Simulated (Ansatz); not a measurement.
# TiAl2: which shell does photoemission see at 21.2 and 1486.7 eV? (LDA)

The valence band of TiAl2 mixes several shells. Work out by hand which one leads the spectrum's area at each photon energy.

Filled states come from the projected DOS of Ansatz 0.2.0 (LDA, plane waves); cross sections σ and asymmetry parameters β are those of free atoms in a Dirac–Hartree–Slater calculation. A shell's area is states × σ × angular factor, which is 1 + β·P₂(cos θ) for linear light, with θ = 0° from the polarisation and P₂ = 1.000.

**At 21.2 eV** (states counted from 11.2 eV below the zero; other shells add 0.037 to the products' sum of 21):

| shell | filled states a cell | cross section (Mb an electron) | β | angular factor | product | share by hand (%) | share in the simulated spectrum (%) |
| --- | --- | --- | --- | --- | --- | --- | --- |
| Ti 4s | 1.09 | 0.081 | 2.00 | 3.00 | 0.264 | 1 | 1 |
| Ti 3d | 6.31 | 2.54 | 0.16 | 1.16 | 18.6 | 89 | 89 |
| Al 3s | 3.54 | 0.153 | 2.00 | 3.00 | 1.63 | 8 | 8 |
| Al 3p | 8.66 | 0.0697 | -0.25 | 0.75 | 0.451 | 2 | 2 |

**At 1486.7 eV** (states counted from 11.3 eV below the zero; other shells add 4.3e-05 to the products' sum of 0.00613):

| shell | filled states a cell | cross section (Mb an electron) | β | angular factor | product | share by hand (%) | share in the simulated spectrum (%) |
| --- | --- | --- | --- | --- | --- | --- | --- |
| Ti 4s | 1.09 | 0.000227 | 2.00 | 3.00 | 0.000739 | 12 | 12 |
| Ti 3d | 6.31 | 9.17e-05 | 0.73 | 1.73 | 0.001 | 16 | 16 |
| Al 3s | 3.54 | 0.000347 | 2.00 | 3.00 | 0.00368 | 60 | 60 |
| Al 3p | 8.66 | 3.97e-05 | 0.93 | 1.93 | 0.000663 | 11 | 11 |

Ti 3d leads at 21.2 eV and Al 3s at 1486.7 eV. Between the two energies σ of Ti 3d changes by a factor 3.6e-5 and that of Al 3s by 0.0023, so their ratio moves 63-fold in favour of the second. The simulated spectrum uses the same rule on the energy-resolved DOS, so the two share columns agree within a few points.

Only crystals where the two columns agree within 4 points and the lead is clear are worked in this form. Free-atom cross sections ignore the solid's final states, no escape depth or background enters, and the count of states a shell hangs on the projection.
